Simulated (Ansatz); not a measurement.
# CsY3: relaxing a made-up structure

This structure for CsY3 is made up. Its elements were placed in a known structure type with a cell scaled to their sizes. What cell does the guess relax to, and how far off was it?

Program: Ansatz 0.2.0. Level of theory: DFT, PBEsol, plane-wave PAW, files of the set soft_1, scalar-relativistic, no spin, cell and ions relaxed at zero pressure; PAW set soft_1, in the first sound run; inputs show where later runs differ. Results are calculated unless marked as measured.

### Step 1. Starting point

It takes space group P6_3/mmc (No. 194, hexagonal). The conventional cell has a = 8.132 Å, b = 8.132 Å, c = 6.600 Å, α = 90.00°, β = 90.00°, γ = 120.00°. Nearest to Cs lie 12 Y at 4.03 to 4.07 Å. Nearest to Y lie 8 Y at 4.02 to 4.12 Å and 4 Cs at 4.03 to 4.07 Å. Farther neighbours are not listed.

Structure file:

```xyz
8
Lattice="8.1320 0.0000 0.0000 -4.0660 7.0425 0.0000 0.0000 0.0000 6.6000" Properties=species:S:1:pos:R:3 pbc="T T T"
Cs    0.0000    4.6950    4.9500
Cs    4.0660    2.3475    1.6500
Y     0.0000    2.3769    1.6500
Y    -2.0076    5.8541    1.6500
Y     2.0076    5.8541    1.6500
Y     4.0660    4.6657    4.9500
Y     6.0736    1.1884    4.9500
Y     2.0584    1.1884    4.9500
```

### Step 2. Relaxing cell and atoms

The guess takes its coordinates from another compound and its volume from a rule, so the cell and any free coordinates are relaxed together.

input.yaml

```yaml
crystal:
  lattice:
    - [8.132, 0.0, 0.0]
    - [-4.066, 7.042518584, 0.0]
    - [0.0, 0.0, 6.6]
  atoms:
    - { symbol: Cs, position: [0.333333333, 0.666666667, 0.75] }
    - { symbol: Cs, position: [0.666666667, 0.333333333, 0.25] }
    - { symbol: "Y", position: [0.168750005, 0.33750001, 0.25] }
    - { symbol: "Y", position: [0.168750005, 0.831249995, 0.25] }
    - { symbol: "Y", position: [0.66249999, 0.831249995, 0.25] }
    - { symbol: "Y", position: [0.831249995, 0.66249999, 0.75] }
    - { symbol: "Y", position: [0.831249995, 0.168750005, 0.75] }
    - { symbol: "Y", position: [0.33750001, 0.168750005, 0.75] }
kpoints:
  mp_grid: { grid: [4, 4, 4] }
scf:
  occupations: { method: fermi_dirac, width: 0.05 }
hamiltonian:
  xc: pbesol
  pseudopotentials: { kind: paw, azcp: { folder: soft_1 }, xc_functional: pbe }
relax:
  f_tol: 0.015
  max_steps: 70
  cell: {}
output:
  forces: true
  stress: true
```

Started as:

```
$ ansatz run input.yaml --threads 4 --pin off --max-ram 10240MiB --backend cpu --events-out ev --progress --plain --runs-dir out
```

Numbers of over 12 decimals in the logs are rounded to 6 here.

Output:

```text
Engine: ansatz 0.2.0, x86_64-unknown-linux-gnu
Pseudopotentials: kind: paw
Pseudopotential: Cs, paw, valence charge 9, recommended cutoff 420 eV (normal), soft_1/Cs.paw.azcp
Pseudopotential: Y, paw, valence charge 11, recommended cutoff 420 eV (normal), soft_1/Y.paw.azcp
Functional definition: PBEsol
  exchange = pbesol_x
  correlation = pbesol_c
Crystal: 8 atoms, lattice volume = 377.980 Å³
Basis set: ecut = 420 eV, 7385 PW (Γ), exchange–correlation on 120×120×90 points (8 copies of the dense FFT grid, shifted against one another)
Bands: 51, of which v1, the nominal top of the filled ones, is band 42 counted from 1 (41 counted from 0)
Symmetry: 24 space group operations
Space group: P63/mmc (ITA 194), of the structure as read, at distance tolerance 7.2e-5 Å
k-points: 12 of 64
Non-local potential: Cs, projectors of the file, l = 0: 3, l = 1: 2, l = 2: 2, l = 3: 2
Non-local potential: Y, projectors of the file, l = 0: 3, l = 1: 2, l = 2: 2, l = 3: 1
PAW form: soft (Blöchl's): semilocal exchange-correlation on the pseudo side does not see the compensation charge
PAW frozen core: Cs, regenerated for the run's functional, and the local potential with it (the file was generated under x = pbe(κ = 0.804, μ = 0.219515), c = pbe(β = 0.066725))
PAW frozen core: Y, regenerated for the run's functional, and the local potential with it (the file was generated under x = pbe(κ = 0.804, μ = 0.219515), c = pbe(β = 0.066725))
PAW one-centre angular grid: Cs, 194 points (default); XC on 64 Gauss nodes
PAW one-centre angular grid: Y, 590 points (default); XC on 64 Gauss nodes
Initial density: superposition of atomic densities (chi_scale 0.1, normalization cell, long waves kept (reshape's long-wave potential 0.00 eV rms))
Initial wavefunctions: pseudopotential atomic-orbital guess
Functional: x = pbesol(κ = 0.804, μ = 0.123457), c = pbesol(β = 0.046)
SCF iter   1: F=—  HF=-33936.591139 eV  |F-HF|=—  |Δ(HF+E_count)|=         —  Δρ=1.61e-2  dr2=2.86e0  ethr=3.10e-3  ⟨swp⟩=10.4  Hψ=2881  notcnv=0
preconditioner: auto → Kerker (q_TF=auto, 2.123 Å⁻¹)  [metal: Δε(μ)=0.008 eV  Ē_g=4.817 eV  σ=0.050 eV  W_gap=0.04  n_scr=70 (ndim 8)  ℏωp=10.8 eV  f_vac=0.000  D(μ)=17.09/eV (n_scr^D=150)]
SCF iter   2: F=—  HF=-33936.065589 eV  |F-HF|=—  |Δ(HF+E_count)|=   5.26e-1  Δρ=1.02e-2  dr2=1.19e0  ethr=3.10e-3  ⟨swp⟩=2.0  Hψ=761  notcnv=0
SCF iter   3: F=—  HF=-33935.789897 eV  |F-HF|=—  |Δ(HF+E_count)|=   2.76e-1  Δρ=2.30e-3  dr2=4.66e-2  ethr=1.42e-3  ⟨swp⟩=4.8  Hψ=1321  notcnv=0
SCF iter   4: F=—  HF=-33935.783899 eV  |F-HF|=—  |Δ(HF+E_count)|=   6.00e-3  Δρ=8.71e-4  dr2=7.30e-3  ethr=5.54e-5  ⟨swp⟩=2.3  Hψ=1140  notcnv=0
SCF iter   5: F=—  HF=-33935.782627 eV  |F-HF|=—  |Δ(HF+E_count)|=   1.27e-3  Δρ=2.50e-4  dr2=6.62e-4  ethr=8.69e-6  ⟨swp⟩=2.0  Hψ=720  notcnv=0
SCF iter   6: F=—  HF=-33935.782504 eV  |F-HF|=—  |Δ(HF+E_count)|=   1.23e-4  Δρ=4.16e-5  dr2=1.56e-5  ethr=7.88e-7  ⟨swp⟩=2.2  Hψ=762  notcnv=0
SCF iter   7: F=—  HF=-33935.782704 eV  |F-HF|=—  |Δ(HF+E_count)|=   2.00e-4  Δρ=9.37e-6  dr2=1.01e-6  ethr=1.86e-8  ⟨swp⟩=2.5  Hψ=853  notcnv=0
SCF iter   8: F=—  HF=-33935.782704 eV  |F-HF|=—  |Δ(HF+E_count)|=   1.29e-7  Δρ=3.95e-6  dr2=1.95e-7  ethr=1.19e-10  ⟨swp⟩=5.8  Hψ=2103  notcnv=0
SCF iter   9: F=-33935.782704 eV  HF=-33935.782704 eV  |F-HF|=1.57e-9  |Δ(HF+E_count)|=   4.49e-8  Δρ=5.86e-7  dr2=3.20e-9  ethr=1.19e-10  ⟨swp⟩=4.9  Hψ=1912  notcnv=0
SCF 1 converged in 9 iterations: F = -33935.782704 eV  dr2 = 3.20e-9
  greatest PAW one-centre occupation: 0.993 electrons in one spin orbital (limit 2), on the Y atom at site 7 (counted from 0), in its partial waves of l = 0
relax step   1: F+E_penalty+E_count = -33935.78270380 eV  Δ(F+E_penalty+E_count) = +0.000e0 eV  max|allowed force component| = 4.355e-1 eV/Å  Δτ_max = 0.0000 Å  P = -4.465 GPa  Ω = 377.980 Å³  (9 SCF iters, dr2 threshold 1.00e-7 eV, accepted)
Crystal: 8 atoms, lattice volume = 325.115 Å³
Basis set: ecut = 420 eV, 6363 PW (Γ), exchange–correlation on 120×120×90 points (8 copies of the dense FFT grid, shifted against one another)
Initial density: handed on by an earlier stage of this run
Initial wavefunctions: those handed on with the density
iter 1 solved again at ethr=6.62e-4 eV; its pass at ethr=3.10e-3 eV (dr2=5.56e-1 eV) is discarded
SCF iter   1: F=—  HF=-33937.349338 eV  |F-HF|=—  |Δ(HF+E_count)|=         —  Δρ=5.53e-3  dr2=5.56e-1  ethr=6.62e-4  ⟨swp⟩=1.0  Hψ=3375  notcnv=0
preconditioner: auto → Kerker (q_TF=auto, 2.177 Å⁻¹)  [metal: Δε(μ)=0.011 eV  Ē_g=4.629 eV  σ=0.050 eV  W_gap=0.05  n_scr=58 (ndim 8)  ℏωp=11.6 eV  f_vac=0.000  D(μ)=16.71/eV (n_scr^D=150)]
SCF iter   2: F=—  HF=-33937.282511 eV  |F-HF|=—  |Δ(HF+E_count)|=   6.68e-2  Δρ=3.04e-3  dr2=2.06e-1  ethr=6.62e-4  ⟨swp⟩=1.1  Hψ=613  notcnv=0
SCF iter   3: F=—  HF=-33937.245649 eV  |F-HF|=—  |Δ(HF+E_count)|=   3.69e-2  Δρ=6.45e-4  dr2=2.47e-3  ethr=2.45e-4  ⟨swp⟩=3.0  Hψ=854  notcnv=0
SCF iter   4: F=—  HF=-33937.245409 eV  |F-HF|=—  |Δ(HF+E_count)|=   2.40e-4  Δρ=2.13e-4  dr2=4.54e-4  ethr=2.94e-6  ⟨swp⟩=2.2  Hψ=856  notcnv=0
SCF iter   5: F=—  HF=-33937.245501 eV  |F-HF|=—  |Δ(HF+E_count)|=   9.18e-5  Δρ=4.64e-5  dr2=1.32e-5  ethr=5.40e-7  ⟨swp⟩=2.0  Hψ=750  notcnv=0
SCF iter   6: F=-33937.245499 eV  HF=-33937.245499 eV  |F-HF|=2.16e-7  |Δ(HF+E_count)|=   1.57e-6  Δρ=9.99e-6  dr2=6.13e-7  ethr=9.52e-10  ⟨swp⟩=3.9  Hψ=2600  notcnv=0
SCF 2 converged in 6 iterations: F = -33937.245499 eV  dr2 = 6.13e-7
relax step   2: F+E_penalty+E_count = -33937.24549893 eV  Δ(F+E_penalty+E_count) = -1.463e0 eV  max|allowed force component| = 3.350e-1 eV/Å  Δτ_max = 0.0907 Å  P = -2.787 GPa  Ω = 325.115 Å³  energy of the carried Pulay correction = +6.480e-4 eV  (6 SCF iters, dr2 threshold 8.00e-7 eV, accepted)
Crystal: 8 atoms, lattice volume = 289.054 Å³
Basis set: ecut = 420 eV, 5647 PW (Γ), exchange–correlation on 120×120×90 points (8 copies of the dense FFT grid, shifted against one another)
iter 1 solved again at ethr=1.80e-3 eV; its pass at ethr=3.10e-3 eV (dr2=1.51e0 eV) is discarded
SCF iter   1: F=—  HF=-33937.976736 eV  |F-HF|=—  |Δ(HF+E_count)|=         —  Δρ=8.99e-3  dr2=1.54e0  ethr=1.80e-3  ⟨swp⟩=1.0  Hψ=3391  notcnv=0
preconditioner: auto → Kerker (q_TF=auto, 2.220 Å⁻¹)  [metal: Δε(μ)=0.008 eV  Ē_g=4.727 eV  σ=0.050 eV  W_gap=0.04  n_scr=58 (ndim 8)  ℏωp=12.4 eV  f_vac=0.001  D(μ)=11.66/eV (n_scr^D=94)]
SCF iter   2: F=—  HF=-33937.798967 eV  |F-HF|=—  |Δ(HF+E_count)|=   1.78e-1  Δρ=4.99e-3  dr2=5.46e-1  ethr=1.80e-3  ⟨swp⟩=1.2  Hψ=614  notcnv=0
SCF iter   3: F=—  HF=-33937.704950 eV  |F-HF|=—  |Δ(HF+E_count)|=   9.40e-2  Δρ=9.30e-4  dr2=3.52e-3  ethr=6.50e-4  ⟨swp⟩=2.9  Hψ=861  notcnv=0
SCF iter   4: F=—  HF=-33937.704448 eV  |F-HF|=—  |Δ(HF+E_count)|=   5.02e-4  Δρ=2.70e-4  dr2=6.34e-4  ethr=4.19e-6  ⟨swp⟩=2.0  Hψ=944  notcnv=0
SCF iter   5: F=—  HF=-33937.704503 eV  |F-HF|=—  |Δ(HF+E_count)|=   5.55e-5  Δρ=5.51e-5  dr2=1.95e-5  ethr=7.55e-7  ⟨swp⟩=2.0  Hψ=757  notcnv=0
SCF iter   6: F=-33937.704500 eV  HF=-33937.704500 eV  |F-HF|=2.35e-7  |Δ(HF+E_count)|=   2.95e-6  Δρ=1.25e-5  dr2=7.26e-7  ethr=9.52e-10  ⟨swp⟩=3.6  Hψ=2526  notcnv=0
SCF 3 converged in 6 iterations: F = -33937.704500 eV  dr2 = 7.26e-7
  greatest PAW one-centre occupation: 0.993 electrons in one spin orbital (limit 2), on the Y atom at site 6 (counted from 0), in its partial waves of l = 0
relax step   3: F+E_penalty+E_count = -33937.70449988 eV  Δ(F+E_penalty+E_count) = -4.590e-1 eV  max|allowed force component| = 1.453e-1 eV/Å  Δτ_max = 0.1200 Å  P = +0.107 GPa  Ω = 289.054 Å³  energy of the carried Pulay correction = +1.149e-3 eV  (6 SCF iters, dr2 threshold 8.00e-7 eV, accepted)
[...]
relax step   4: F+E_penalty+E_count = -33937.73458192 eV  Δ(F+E_penalty+E_count) = -3.008e-2 eV  max|allowed force component| = 6.246e-2 eV/Å  Δτ_max = 0.0442 Å  P = +0.080 GPa  Ω = 285.930 Å³  energy of the carried Pulay correction = +1.195e-3 eV  (6 SCF iters, dr2 threshold 8.00e-7 eV, accepted)
[...]
relax step   5: F+E_penalty+E_count = -33937.73874181 eV  Δ(F+E_penalty+E_count) = -4.160e-3 eV  max|allowed force component| = 1.669e-2 eV/Å  Δτ_max = 0.0162 Å  P = +0.057 GPa  Ω = 287.456 Å³  energy of the carried Pulay correction = +1.173e-3 eV  (5 SCF iters, dr2 threshold 2.44e-7 eV, accepted)
[...]
relax step   6: F+E_penalty+E_count = -33937.74020386 eV  Δ(F+E_penalty+E_count) = -1.462e-3 eV  max|allowed force component| = 1.802e-3 eV/Å  Δτ_max = 0.0113 Å  P = +0.046 GPa  Ω = 288.593 Å³  energy of the carried Pulay correction = +1.156e-3 eV  (6 SCF iters, dr2 threshold 2.62e-8 eV, accepted)
[...]
relax step   7: F+E_penalty+E_count = -33937.74078533 eV  Δ(F+E_penalty+E_count) = -5.815e-4 eV  max|allowed force component| = 1.249e-3 eV/Å  Δτ_max = 0.0046 Å  P = +0.015 GPa  Ω = 289.414 Å³  energy of the carried Pulay correction = +1.144e-3 eV  (6 SCF iters, dr2 threshold 2.02e-8 eV, accepted)
Basis set: ecut = 420 eV, 5611 PW (Γ), exchange–correlation on 108×108×80 points (8 copies of the dense FFT grid, shifted against one another)
Initial wavefunctions: pseudopotential atomic-orbital guess (no wavefunctions were taken with the density)
iter 1 solved again at ethr=4.94e-6 eV; its pass at ethr=3.10e-3 eV (dr2=4.15e-3 eV) is discarded
SCF iter   1: F=—  HF=-33937.739743 eV  |F-HF|=—  |Δ(HF+E_count)|=         —  Δρ=6.93e-5  dr2=1.51e-6  ethr=4.94e-6  ⟨swp⟩=3.2  Hψ=4151  notcnv=0
eigensolver tolerance schedule: the retry pair's looser diagonalisation over-reported the residual by 2747.88 of it (diagonalisation noise at an unbounded share of the residual, at the tolerance the schedule requests for it); recorded, not acted on — ethr = c·dr2/N_el stays at c = 1.0e-1
preconditioner: auto → Kerker (q_TF=auto, 2.220 Å⁻¹)  [metal: Δε(μ)=0.009 eV  Ē_g=4.863 eV  σ=0.050 eV  W_gap=0.04  n_scr=58 (ndim 8)  ℏωp=12.3 eV  f_vac=0.000  D(μ)=11.26/eV (n_scr^D=82)]
SCF iter   2: F=—  HF=-33937.739582 eV  |F-HF|=—  |Δ(HF+E_count)|=   1.61e-4  Δρ=3.66e-5  dr2=4.19e-7  ethr=1.80e-9  ⟨swp⟩=3.2  Hψ=1159  notcnv=0
SCF iter   3: F=—  HF=-33937.739582 eV  |F-HF|=—  |Δ(HF+E_count)|=   5.77e-7  Δρ=9.52e-7  dr2=1.44e-9  ethr=4.99e-10  ⟨swp⟩=2.7  Hψ=1075  notcnv=0
SCF iter   4: F=—  HF=-33937.739582 eV  |F-HF|=—  |Δ(HF+E_count)|=  1.82e-10  Δρ=3.44e-7  dr2=2.75e-10  ethr=1.00e-12  ⟨swp⟩=6.0  Hψ=2178  notcnv=0
SCF iter   5: F=-33937.739582 eV  HF=-33937.739582 eV  |F-HF|=7.28e-12  |Δ(HF+E_count)|=  7.28e-12  Δρ=5.09e-8  dr2=2.09e-11  ethr=1.00e-12  ⟨swp⟩=4.8  Hψ=1924  notcnv=0
SCF 8 converged in 5 iterations: F = -33937.739582 eV  dr2 = 2.09e-11
relax step   8: F+E_penalty+E_count = -33937.73958225 eV  Δ(F+E_penalty+E_count) = +1.203e-3 eV  max|allowed force component| = 1.152e-3 eV/Å  Δτ_max = 0.0000 Å  P = +0.015 GPa  Ω = 289.414 Å³  stress off target by 2.59e-2 GPa  SCF on the basis re-selected at this cell (its energy is not comparable with the rows above)  (5 SCF iters)
basis re-selected at this cell: Δ(F+E_penalty+E_count) = +1.203e-3 eV, ΔP = -0.000 GPa vs the last step (what re-selecting the basis moved, of the pressure what is left beyond the Pulay correction that the steps carried, after the strain that the cell walked since its last selection, with what the two solves' SCF thresholds leave and, on support functions, any second-order correction that the steps lacked; it is no measure of the basis error at this ecutwfc). The dense FFT grid was sized anew with the basis: this SCF ran on 54×54×40 points, the steps before it on 60×60×45, so part of this shift can come from that change (see relax.cell in the input reference). [rest of the remark cut]
SCF converged after 5 iterations
Free energy (F): -33937.739582 eV
Harris-Foulkes:  -33937.739582 eV  (|F-HF|=7.28e-12)
Internal energy: -33937.643191 eV  (E = F + TS)
E sigma→0 (E₀):  -33937.691387 eV
Entropy (-TS):   -0.096391 eV (-12.049 meV/atom)
Fermi energy:    8.751270 eV
--- Per-component energies (eV) ---
  E_band       = -826.573854
  E_kinetic    = 2180.307146
  E_local      = -4287.499603  (includes V_loc(G=0)·N_el)
  E_nonlocal   = 221.799515
  E_hartree    = 1406.071849
  E_xc         = -1415.478281
  E_vxc        = -1499.352488  (∫ρ·V_xc dr)
  E_paw        = -26537.422839  (= ΣΔE_a)
  E_vpaw       = -253.972230  (= ΣTr[D̂ρ^β])
  E_aug_tail   = 0.000132  (compensation charges beyond the density's cutoff)
  E_ewald      = -5506.602078
  E_core_change = 1.180968  (= ΣΔE_core)
  E_smearing   = -0.096391  (= −TS)
  E_closure    = 0.000000  (closes the sum)
  Σ components = -33937.739582   (vs F -33937.739582, Δ=0.00e0)
--- Forces (eV/Å), atoms counted from 1 ---
  atom   1  Cs     0.00000000    -0.00000000    -0.00000000
  atom   2  Cs     0.00000000     0.00000000     0.00000000
  atom   3  Y      0.00000000    -0.00115169     0.00000000
  atom   4  Y     -0.00099739     0.00057585     0.00000000
  atom   5  Y      0.00099739     0.00057585    -0.00000000
  atom   6  Y      0.00000000     0.00115169    -0.00000000
  atom   7  Y      0.00099739    -0.00057585    -0.00000000
  atom   8  Y     -0.00099739    -0.00057585     0.00000000
  max |Σ_I F_I| component: 5.42e-18 eV/Å
--- Stress (GPa, compression-positive) ---
        0.025904      -0.000000      -0.000000
        0.000000       0.025904       0.000000
       -0.000000       0.000000      -0.007873
  P = ⅓ Tr σ = 0.0146 GPa (0.146 kbar)
--- Relaxed structure (7 steps of the walk, 7 accepted, 1 SCFs on fresh bases) ---
  F+E_penalty+E_count = -33937.73958225 eV   max|allowed force component| = 1.152e-3 eV/Å   (the final SCF, on the basis selected at the relaxed cell)
  cell:  # Å, volume = 289.4139 Å³
    - [7.578250, 0, 0]
    - [-3.789125, 6.562957, 0]
    - [0, 0, 5.819033]
  atoms:
    - { symbol: Cs, position: [0.333333, 0.666667, 0.750000] }
    - { symbol: Cs, position: [0.666667, 0.333333, 0.250000] }
    - { symbol: Y, position: [0.154648, 0.309295, 0.250000] }
    - { symbol: Y, position: [0.154648, 0.845352, 0.250000] }
    - { symbol: Y, position: [0.690705, 0.845352, 0.250000] }
    - { symbol: Y, position: [0.845352, 0.690705, 0.750000] }
    - { symbol: Y, position: [0.845352, 0.154648, 0.750000] }
    - { symbol: Y, position: [0.309295, 0.154648, 0.750000] }
```

Elapsed: 9.4 s, on 4 threads of AMD EPYC 9B45 (Zen 5), shared host; peak memory 1 GiB; 34 s of CPU time.

Step by step:

```csv
step,energy less that of the first step (eV),largest force component (eV/Å),pressure (GPa),volume (Å³)
1,0.0000,0.4355,-4.47,377.98
2,-1.4628,0.3350,-2.79,325.11
3,-1.9218,0.1453,0.11,289.05
4,-1.9519,0.0625,0.08,285.93
5,-1.9560,0.0167,0.06,287.46
6,-1.9575,0.0018,0.05,288.59
7,-1.9581,0.0012,0.02,289.41
8*,-1.9569,0.0012,0.01,289.41
```

Relaxation steps marked * repeat the geometry before them on a plane-wave basis chosen anew for their cell, so energy and pressure can jump there.

The run keeps the 24 symmetry operations that it works with, so distortions that break them were not tested.

```csv
"conventional cell, symmetrised",before,after,change
a (Å),8.132,7.578,-6.8 %
b (Å),8.132,7.578,-6.8 %
c (Å),6.600,5.819,-11.8 %
volume (Å³/atom),47.25,36.18,-23.4 %
```

The atoms that moved most (Å, as changes of fractional coordinates times the final cell):

```csv
atom,dx,dy,dz,length
Y3,0.000,-0.185,0.000,0.185
Y8,-0.160,-0.093,0.000,0.185
Y7,0.160,-0.093,0.000,0.185
Y6,0.000,0.185,0.000,0.185
Y4,-0.160,0.093,0.000,0.185
Y5,0.160,0.093,0.000,0.185
```

The relaxed structure:

```
Cs Y
1.0
     7.57825    0.00000    0.00000
    -3.78912    6.56296    0.00000
     0.00000    0.00000    5.81903
Cs Y
2 6
Cartesian
  0.0000 4.3753 4.3643
  3.7891 2.1877 1.4548
  0.0000 2.0299 1.4548
  -2.0312 5.5480 1.4548
  2.0312 5.5480 1.4548
  3.7891 4.5331 4.3643
  5.8203 1.0149 4.3643
  1.7579 1.0149 4.3643
```

Numbers from this step:

* free energy: -33937.7396 eV
* energy at zero smearing: -33937.6914 eV
* smearing term TS: 0.09639 eV
* Fermi energy: 8.751 eV
* electrons: 84
* symmetry operations: 24
* pressure: 0.01464 GPa

Shortest distances by pair of elements, guess and relaxed (not always the same contact):

```csv
pair,guess (Å),relaxed (Å)
Y–Y,4.015,3.516
Cs–Y,4.033,3.737
Cs–Cs,5.739,5.254
```

The relaxation ends with a largest force component of 0.0012 eV/Å and a pressure of 0.01 GPa.

(Continued in part 2 of 2.)

[Logs are printed without paths, hosts, clocks, repeated set-up lines and the standing remarks that a program may print on its own settings, such as how far it seeks lower states.]

[Hosts, paths, dates, database ids (printed as entryN), source tags and the programs' standing remarks are cut or masked in the printed files.]
